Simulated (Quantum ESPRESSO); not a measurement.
**LiFeP: which magnetic order is lowest**

Wanted: the moments of LiFeP and the energy of each order that was tried.

Method: PBEsol; plane waves with GBRV 1.5 PBEsol potentials, no spin-orbit coupling, in Quantum ESPRESSO 7.5.

## 1. The structure

Symmetry: P4/nmm, No. 129, tetragonal system. Conventional cell: a = 3.667 Å, b = 3.667 Å, c = 5.829 Å, α = 90.00°, β = 90.00°, γ = 90.00°. Li has 5 P at 2.63 to 2.72 Å and 4 Fe at 2.72 Å nearest. Nearest to Fe lie 4 P at 2.19 Å and 4 Fe at 2.59 Å and 4 Li at 2.72 Å. Nearest to P lie 4 Fe at 2.19 Å and 5 Li at 2.63 to 2.72 Å. Farther neighbours are not listed.

The cell comes from Materials Project 2023-11-01, a database of computed structures, and need not be the stable phase.

## 2. Start 1: ferro ++

The signs are those of the starting moments on the seeded atoms, the atoms that are given a moment.

pw.in

```
&CONTROL
  calculation = 'scf'
  prefix = 'pwscf'
  outdir = './tmp'
  pseudo_dir = './pseudo'
  disk_io = 'nowf'
/
&SYSTEM
  ibrav = 0
  celldm(1) = 8
  nat = 6
  ntyp = 3
  ecutwfc = 40
  ecutrho = 280
  nbnd = 37
  occupations = 'smearing'
  smearing = 'fd'
  degauss = 0.0110248
  nspin = 2
  starting_magnetization(1) = 0
  starting_magnetization(2) = 0.175
  starting_magnetization(3) = 0
/
&ELECTRONS
  conv_thr = 1.2d-08
  electron_maxstep = 150
  mixing_beta = 0.3
/
ATOMIC_SPECIES
Li      6.9400 li_pbesol_v1.4.uspp.F.UPF
Fe     55.8450 fe_pbesol_v1.5.uspp.F.UPF
P      30.9738 p_pbesol_v1.5.uspp.F.UPF
CELL_PARAMETERS alat
   0.8661855906792    0.0000000000000    0.0000000000000
   0.0000000000000    0.8661855906792    0.0000000000000
   0.0000000000000    0.0000000000000    1.3769733937646
ATOMIC_POSITIONS crystal
Li      0.0000000000    0.5000000000    0.6545373900
Li      0.5000000000    0.0000000000    0.3454626100
Fe      0.0000000000    0.0000000000    0.0000000000
Fe      0.5000000000    0.5000000000    0.0000000000
P       0.5000000000    0.0000000000    0.7957892200
P       0.0000000000    0.5000000000    0.2042107800
K_POINTS automatic
10 10 6 0 0 0
```

Command:

```sh
> OMP_NUM_THREADS=1 mpirun -n 4 pw.x -nk 4 -in pw.in > pw.out
```

The program printed:

```text
Program PWSCF v.7.5 starts

     Message from routine setup:
     using ibrav=0 with symmetry is DISCOURAGED, use correct ibrav instead

     K-points division:     npool     =       4
     Subspace diagonalization in iterative solution of the eigenvalue problem:

     G-vector sticks info
     --------------------
     sticks:   dense  smooth     PW     G-vecs:    dense   smooth      PW
     Sum        1085     609    185                42007    18085    3129

     Using Slab Decomposition

     bravais-lattice index     =            0
     lattice parameter (alat)  =       8.0000  a.u.
     unit-cell volume          =     528.9534 (a.u.)^3
     number of atoms/cell      =            6
     number of atomic types    =            3
     number of electrons       =        48.00
     number of Kohn-Sham states=           37
     kinetic-energy cutoff     =      40.0000  Ry
     charge density cutoff     =     280.0000  Ry
     scf convergence threshold =      1.2E-08
     mixing beta               =       0.3000
     number of iterations used =            8  plain     mixing
     Exchange-correlation= SLA  PW   PSX  PSC
                           (   1   4  10   8   0   0   0)

     celldm(1)=   8.000000  celldm(2)=   0.000000  celldm(3)=   0.000000
     celldm(4)=   0.000000  celldm(5)=   0.000000  celldm(6)=   0.000000

     crystal axes: (cart. coord. in units of alat)
               a(1) = (   0.866186   0.000000   0.000000 )
               a(2) = (   0.000000   0.866186   0.000000 )
               a(3) = (   0.000000   0.000000   1.376973 )

     reciprocal axes: (cart. coord. in units 2 pi/alat)
               b(1) = (  1.154487  0.000000  0.000000 )
               b(2) = (  0.000000  1.154487  0.000000 )
               b(3) = (  0.000000  0.000000  0.726230 )

     PseudoPot. # 1 for Li read from file:
     li_pbesol_v1.4.uspp.F.UPF
     Pseudo is Ultrasoft, Zval =  3.0
     Generated by new atomic code, or converted to UPF format
     Using radial grid of  751 points,  5 beta functions with:
                l(1) =   0
                l(2) =   0
                l(3) =   0
                l(4) =   1
                l(5) =   1
     Q(r) pseudized with 10 coefficients,  rinner =    1.150   1.150   1.150

     PseudoPot. # 2 for Fe read from file:
     fe_pbesol_v1.5.uspp.F.UPF
     Pseudo is Ultrasoft + core correction, Zval = 16.0
     Generated by new atomic code, or converted to UPF format
     Using radial grid of  861 points,  6 beta functions with:
                l(1) =   0
                l(2) =   0
                l(3) =   1
                l(4) =   1
                l(5) =   2
                l(6) =   2
     Q(r) pseudized with  8 coefficients,  rinner =    1.000   1.000   1.000
                                                       1.000   1.000

     PseudoPot. # 3 for P  read from file:
     p_pbesol_v1.5.uspp.F.UPF
     Pseudo is Ultrasoft + core correction, Zval =  5.0
     Generated by new atomic code, or converted to UPF format
     Using radial grid of  903 points,  6 beta functions with:
                l(1) =   0
                l(2) =   0
                l(3) =   1
                l(4) =   1
                l(5) =   2
                l(6) =   2
     Q(r) pseudized with  8 coefficients,  rinner =    1.300   1.300   1.300
                                                       1.300   1.300

     atomic species   valence    mass     pseudopotential
     Li                3.00     6.94000     Li( 1.00)
     Fe               16.00    55.84500     Fe( 1.00)
     P                 5.00    30.97380     P ( 1.00)

     Starting magnetic structure
     atomic species   magnetization
     Li              0.000
     Fe              0.175
     P               0.000

     16 Sym. Ops., with inversion, found ( 8 have fractional translation)

   Cartesian axes

     site n.     atom                  positions (alat units)
         1        Li     tau(   1) = (   0.0000000   0.4330928   0.9012806  )
         2        Li     tau(   2) = (   0.4330928   0.0000000   0.4756928  )
         3        Fe     tau(   3) = (   0.0000000   0.0000000   0.0000000  )
         4        Fe     tau(   4) = (   0.4330928   0.4330928   0.0000000  )
         5        P      tau(   5) = (   0.4330928   0.0000000   1.0957806  )
         6        P      tau(   6) = (   0.0000000   0.4330928   0.2811928  )

     number of k points=    84  Fermi-Dirac smearing, width (Ry)=  0.0110
                       cart. coord. in units 2pi/alat
        k(    1) = (   0.0000000   0.0000000   0.0000000), wk =   0.0016667
        k(    2) = (   0.0000000   0.0000000   0.1210384), wk =   0.0033333
        k(    3) = (   0.0000000   0.0000000   0.2420768), wk =   0.0033333
        k(    4) = (   0.0000000   0.0000000  -0.3631152), wk =   0.0016667
        k(    5) = (   0.0000000   0.1154487   0.0000000), wk =   0.0066667
        [... 79 further k-points ...]

     Dense  grid:    42007 G-vectors     FFT dimensions: (  40,  40,  60)

     Smooth grid:    18085 G-vectors     FFT dimensions: (  30,  30,  45)

     Check: negative core charge=   -0.000026
     Generating pointlists ...
     new r_m :   0.2558 (alat units)  2.0463 (a.u.) for type    1
     new r_m :   0.2130 (alat units)  1.7040 (a.u.) for type    2
     new r_m :   0.2130 (alat units)  1.7040 (a.u.) for type    3

     Initial potential from superposition of free atoms

     starting charge      45.0981, renormalised to      48.0000
     Starting wfcs are   44 randomized atomic wfcs

     Self-consistent Calculation

     iteration #  1     ecut=    40.00 Ry     beta= 0.30
     Davidson diagonalization with overlap
     ethr =  1.00E-02,  avg # of iterations =  4.2

     total energy              =    -554.45279825 Ry
     estimated scf accuracy    <      16.50434104 Ry

     total magnetization       =     2.71 Bohr mag/cell
     absolute magnetization    =     2.97 Bohr mag/cell

     iteration #  2     ecut=    40.00 Ry     beta= 0.30
     Davidson diagonalization with overlap
     ethr =  1.00E-02,  avg # of iterations =  3.0

     total energy              =    -558.20324321 Ry
     estimated scf accuracy    <      30.27812326 Ry

     total magnetization       =     0.43 Bohr mag/cell
     absolute magnetization    =     0.46 Bohr mag/cell

     iteration #  3     ecut=    40.00 Ry     beta= 0.30
     Davidson diagonalization with overlap
     ethr =  1.00E-02,  avg # of iterations =  2.0

     total energy              =    -560.29912356 Ry
     estimated scf accuracy    <       0.57100484 Ry

     total magnetization       =     1.56 Bohr mag/cell
     absolute magnetization    =     2.22 Bohr mag/cell

     [... further iterations left out ...]

     iteration # 14     ecut=    40.00 Ry     beta= 0.30
     Davidson diagonalization with overlap
     ethr =  1.55E-08,  avg # of iterations =  1.5

     total energy              =    -560.41035701 Ry
     estimated scf accuracy    <       0.00000044 Ry

     total magnetization       =     0.00 Bohr mag/cell
     absolute magnetization    =     0.01 Bohr mag/cell

     iteration # 15     ecut=    40.00 Ry     beta= 0.30
     Davidson diagonalization with overlap
     ethr =  9.17E-10,  avg # of iterations =  3.5

     total energy              =    -560.41035804 Ry
     estimated scf accuracy    <       0.00000002 Ry

     total magnetization       =    -0.00 Bohr mag/cell
     absolute magnetization    =     0.00 Bohr mag/cell

     iteration # 16     ecut=    40.00 Ry     beta= 0.30
     Davidson diagonalization with overlap
     ethr =  3.90E-11,  avg # of iterations =  4.2

     total energy              =    -560.41035806 Ry
     estimated scf accuracy    <       0.00000003 Ry

     total magnetization       =    -0.00 Bohr mag/cell
     absolute magnetization    =     0.00 Bohr mag/cell

     iteration # 17     ecut=    40.00 Ry     beta= 0.30
     Davidson diagonalization with overlap
     ethr =  3.90E-11,  avg # of iterations =  2.6

     Magnetic moment per site  (integrated on atomic sphere of radius R)
     atom   1 (R=0.256)  charge=  2.4439  magn= -0.0000
     atom   2 (R=0.256)  charge=  2.4439  magn= -0.0000
     atom   3 (R=0.213)  charge= 13.9259  magn=  0.0001
     atom   4 (R=0.213)  charge= 13.9259  magn=  0.0001
     atom   5 (R=0.213)  charge=  2.4757  magn= -0.0000
     atom   6 (R=0.213)  charge=  2.4757  magn= -0.0000

     End of self-consistent calculation

     Number of k-points >= 100: set verbosity='high' to print the bands.

     the Fermi energy is     9.7870 ev

!    total energy              =    -560.41035814 Ry
     estimated scf accuracy    <          2.0E-09 Ry
     smearing contrib. (-TS)   =      -0.01636621 Ry
     internal energy E=F+TS    =    -560.39399194 Ry

     The total energy is F=E-TS. E is the sum of the following terms:
     one-electron contribution =    -516.90398330 Ry
     hartree contribution      =     273.35366507 Ry
     xc contribution           =     -76.60034667 Ry
     ewald contribution        =    -240.24332704 Ry

     total magnetization       =     0.00 Bohr mag/cell
     absolute magnetization    =     0.00 Bohr mag/cell

     convergence has been achieved in  17 iterations

=------------------------------------------------------------------------------=
   JOB DONE.
=------------------------------------------------------------------------------=
```

It took 1.7 min on 4 MPI ranks of Intel Xeon at 2.70GHz, shared host; peak memory 0.66 GiB.

Spin moment in the atom's sphere by atom:

```
atom  spin moment in the atom's sphere (μB)
 Li1                                 0.0000
 Li2                                 0.0000
 Fe3                                 0.0001
 Fe4                                 0.0001
  P5                                 0.0000
  P6                                 0.0000
```

Read from the output:

* smearing term TS: 0.2227 eV
* magnetization: 0 μB
* absolute magnetization: 0 μB
* final state: non-magnetic

## 3. Run 2, typed as antiferro +−

pw.in: that of step 2 with these lines changed.

```diff
@@ -11,6 +11,6 @@
   nat = 6
-  ntyp = 3
+  ntyp = 4
   ecutwfc = 40
   ecutrho = 280
-  nbnd = 37
+  nbnd = 34
   occupations = 'smearing'
@@ -21,3 +21,4 @@
   starting_magnetization(2) = 0.175
-  starting_magnetization(3) = 0
+  starting_magnetization(3) = -0.175
+  starting_magnetization(4) = 0
 /
@@ -30,3 +31,4 @@
 Li      6.9400 li_pbesol_v1.4.uspp.F.UPF
-Fe     55.8450 fe_pbesol_v1.5.uspp.F.UPF
+Fe1    55.8450 fe_pbesol_v1.5.uspp.F.UPF
+Fe2    55.8450 fe_pbesol_v1.5.uspp.F.UPF
 P      30.9738 p_pbesol_v1.5.uspp.F.UPF
@@ -39,4 +41,4 @@
 Li      0.5000000000    0.0000000000    0.3454626100
-Fe      0.0000000000    0.0000000000    0.0000000000
-Fe      0.5000000000    0.5000000000    0.0000000000
+Fe1     0.0000000000    0.0000000000    0.0000000000
+Fe2     0.5000000000    0.5000000000    0.0000000000
 P       0.5000000000    0.0000000000    0.7957892200
```

The program printed:

```text
[banner, memory and clock lines left out]
Program PWSCF v.7.5 starts

     Message from routine setup:
     using ibrav=0 with symmetry is DISCOURAGED, use correct ibrav instead

     bravais-lattice index     =            0
     lattice parameter (alat)  =       8.0000  a.u.
     unit-cell volume          =     528.9534 (a.u.)^3
     number of atoms/cell      =            6
     number of atomic types    =            4
     number of electrons       =        48.00
     number of Kohn-Sham states=           34
     kinetic-energy cutoff     =      40.0000  Ry
     charge density cutoff     =     280.0000  Ry
     scf convergence threshold =      1.2E-08
     mixing beta               =       0.3000
     number of iterations used =            8  plain     mixing
     Exchange-correlation= SLA  PW   PSX  PSC
                           (   1   4  10   8   0   0   0)

     celldm(1)=   8.000000  celldm(2)=   0.000000  celldm(3)=   0.000000
     celldm(4)=   0.000000  celldm(5)=   0.000000  celldm(6)=   0.000000

     crystal axes: (cart. coord. in units of alat)
               a(1) = (   0.866186   0.000000   0.000000 )
               a(2) = (   0.000000   0.866186   0.000000 )
               a(3) = (   0.000000   0.000000   1.376973 )

     reciprocal axes: (cart. coord. in units 2 pi/alat)
               b(1) = (  1.154487  0.000000  0.000000 )
               b(2) = (  0.000000  1.154487  0.000000 )
               b(3) = (  0.000000  0.000000  0.726230 )

     PseudoPot. # 1 for Li read from file:
     li_pbesol_v1.4.uspp.F.UPF
     Pseudo is Ultrasoft, Zval =  3.0

     PseudoPot. # 2 for Fe read from file:
     fe_pbesol_v1.5.uspp.F.UPF
     Pseudo is Ultrasoft + core correction, Zval = 16.0

     PseudoPot. # 3 for Fe read from file:
     fe_pbesol_v1.5.uspp.F.UPF
     Pseudo is Ultrasoft + core correction, Zval = 16.0

     PseudoPot. # 4 for P  read from file:
     p_pbesol_v1.5.uspp.F.UPF
     Pseudo is Ultrasoft + core correction, Zval =  5.0

     atomic species   valence    mass     pseudopotential
     Li                3.00     6.94000     Li( 1.00)
     Fe1              16.00    55.84500     Fe( 1.00)
     Fe2              16.00    55.84500     Fe( 1.00)
     P                 5.00    30.97380     P ( 1.00)

     Starting magnetic structure
     atomic species   magnetization
     Li              0.000
     Fe1             0.175
     Fe2            -0.175
     P               0.000

      8 Sym. Ops. (no inversion) found

   Cartesian axes

     site n.     atom                  positions (alat units)
         1        Li     tau(   1) = (   0.0000000   0.4330928   0.9012806  )
         2        Li     tau(   2) = (   0.4330928   0.0000000   0.4756928  )
         3        Fe1    tau(   3) = (   0.0000000   0.0000000   0.0000000  )
         4        Fe2    tau(   4) = (   0.4330928   0.4330928   0.0000000  )
         5        P      tau(   5) = (   0.4330928   0.0000000   1.0957806  )
         6        P      tau(   6) = (   0.0000000   0.4330928   0.2811928  )

     number of k points=    84  Fermi-Dirac smearing, width (Ry)=  0.0110
                       cart. coord. in units 2pi/alat
        k(    1) = (   0.0000000   0.0000000   0.0000000), wk =   0.0016667
        k(    2) = (   0.0000000   0.0000000   0.1210384), wk =   0.0033333
        k(    3) = (   0.0000000   0.0000000   0.2420768), wk =   0.0033333
        k(    4) = (   0.0000000   0.0000000  -0.3631152), wk =   0.0016667
        k(    5) = (   0.0000000   0.1154487   0.0000000), wk =   0.0066667
        [... 79 further k-points ...]

     Dense  grid:    42007 G-vectors     FFT dimensions: (  40,  40,  60)

     Smooth grid:    18085 G-vectors     FFT dimensions: (  27,  27,  45)

     Check: negative core charge=   -0.000026
     Generating pointlists ...
     new r_m :   0.2558 (alat units)  2.0463 (a.u.) for type    1
     new r_m :   0.2130 (alat units)  1.7040 (a.u.) for type    2
     new r_m :   0.2130 (alat units)  1.7040 (a.u.) for type    3
     new r_m :   0.2130 (alat units)  1.7040 (a.u.) for type    4

     Initial potential from superposition of free atoms

     starting charge      45.0981, renormalised to      48.0000
     Starting wfcs are   44 randomized atomic wfcs

     Self-consistent Calculation

     iteration #  1     ecut=    40.00 Ry     beta= 0.30
     Davidson diagonalization with overlap
     ethr =  1.00E-02,  avg # of iterations =  4.1

     total energy              =    -554.16013701 Ry
     estimated scf accuracy    <      17.10349179 Ry

     total magnetization       =     0.00 Bohr mag/cell
     absolute magnetization    =     2.94 Bohr mag/cell

     iteration #  2     ecut=    40.00 Ry     beta= 0.30
     Davidson diagonalization with overlap
     ethr =  1.00E-02,  avg # of iterations =  3.4

     total energy              =    -558.21821552 Ry
     estimated scf accuracy    <      31.19437271 Ry

     total magnetization       =     0.00 Bohr mag/cell
     absolute magnetization    =     0.43 Bohr mag/cell

     [... further iterations left out ...]

     iteration # 18     ecut=    40.00 Ry     beta= 0.30
     Davidson diagonalization with overlap
     ethr =  1.10E-10,  avg # of iterations =  1.0

     total energy              =    -560.41035814 Ry
     estimated scf accuracy    <       0.00000001 Ry

     total magnetization       =     0.00 Bohr mag/cell
     absolute magnetization    =     0.00 Bohr mag/cell

     iteration # 19     ecut=    40.00 Ry     beta= 0.30
     Davidson diagonalization with overlap
     ethr =  2.73E-11,  avg # of iterations =  1.9

     Magnetic moment per site  (integrated on atomic sphere of radius R)
     atom   1 (R=0.256)  charge=  2.4439  magn= -0.0000
     atom   2 (R=0.256)  charge=  2.4439  magn= -0.0000
     atom   3 (R=0.213)  charge= 13.9259  magn=  0.0001
     atom   4 (R=0.213)  charge= 13.9259  magn=  0.0000
     atom   5 (R=0.213)  charge=  2.4757  magn= -0.0000
     atom   6 (R=0.213)  charge=  2.4757  magn= -0.0000

     End of self-consistent calculation

     Number of k-points >= 100: set verbosity='high' to print the bands.

     the Fermi energy is     9.7870 ev

!    total energy              =    -560.41035814 Ry
     estimated scf accuracy    <          8.1E-10 Ry
     smearing contrib. (-TS)   =      -0.01636602 Ry
     internal energy E=F+TS    =    -560.39399212 Ry

     The total energy is F=E-TS. E is the sum of the following terms:
     one-electron contribution =    -516.90511574 Ry
     hartree contribution      =     273.35490996 Ry
     xc contribution           =     -76.60045929 Ry
     ewald contribution        =    -240.24332704 Ry

     total magnetization       =     0.00 Bohr mag/cell
     absolute magnetization    =     0.00 Bohr mag/cell

     convergence has been achieved in  19 iterations
```

Wall time 2.2 min (4 MPI ranks); peak memory 0.66 GiB; 8.6 min of CPU time.

Spin moment in the atom's sphere by atom:

```
atom  spin moment in the atom's sphere (μB)
 Li1                                 0.0000
 Li2                                 0.0000
 Fe3                                 0.0001
 Fe4                                 0.0000
  P5                                 0.0000
  P6                                 0.0000
```

Numbers from this step:

```yaml
smearing_term_ts: 0.2227 eV
magnetization: 0 μB
absolute_magnetization: 0 μB
final_state: non-magnetic
```

## 4. Ranking

An order is kept where moments of 0.15 μB or more survive with the typed signs; meshes match where a doubled cell samples the same k points as the first cell.

Orders:

```
       start   final state  typed order kept  energy over the lowest (meV a seeded atom)  largest site moment (μB)  net moment (μB a cell of the first run)  mesh matched  CPU time (s)
    ferro ++  non-magnetic                no                                           0                         0                                        0           yes         398.4
antiferro +-  non-magnetic                no                                           0                         0                                        0           yes           514
```

## 5. What came out

```json
{"lowest state found": "non-magnetic (from ferro ++ and antiferro +-)", "largest site moment": "0 μB"}
```

The lowest state carries no moment, and no start kept one. Only these 2 starts were compared; other wavevectors, canted and longer-period orders were not. Energies are free energies at an electronic temperature of 1740 K, which lowers moments and differences where the moments are itinerant.

[Logs and program files are shortened in this print: banners, set-up blocks, solver, clock and traceback lines can be left out without a mark of their own.]

[Logs are printed without paths, hosts, clocks, repeated set-up lines and the standing remarks that a program may print on its own settings, such as how far it seeks lower states.]

[Hosts, paths, dates, database ids (printed as entryN), source tags and the programs' standing remarks are cut or masked in the printed files.]

[Where a cell is said to come from a database of computed structures, the database is the Materials Project.]
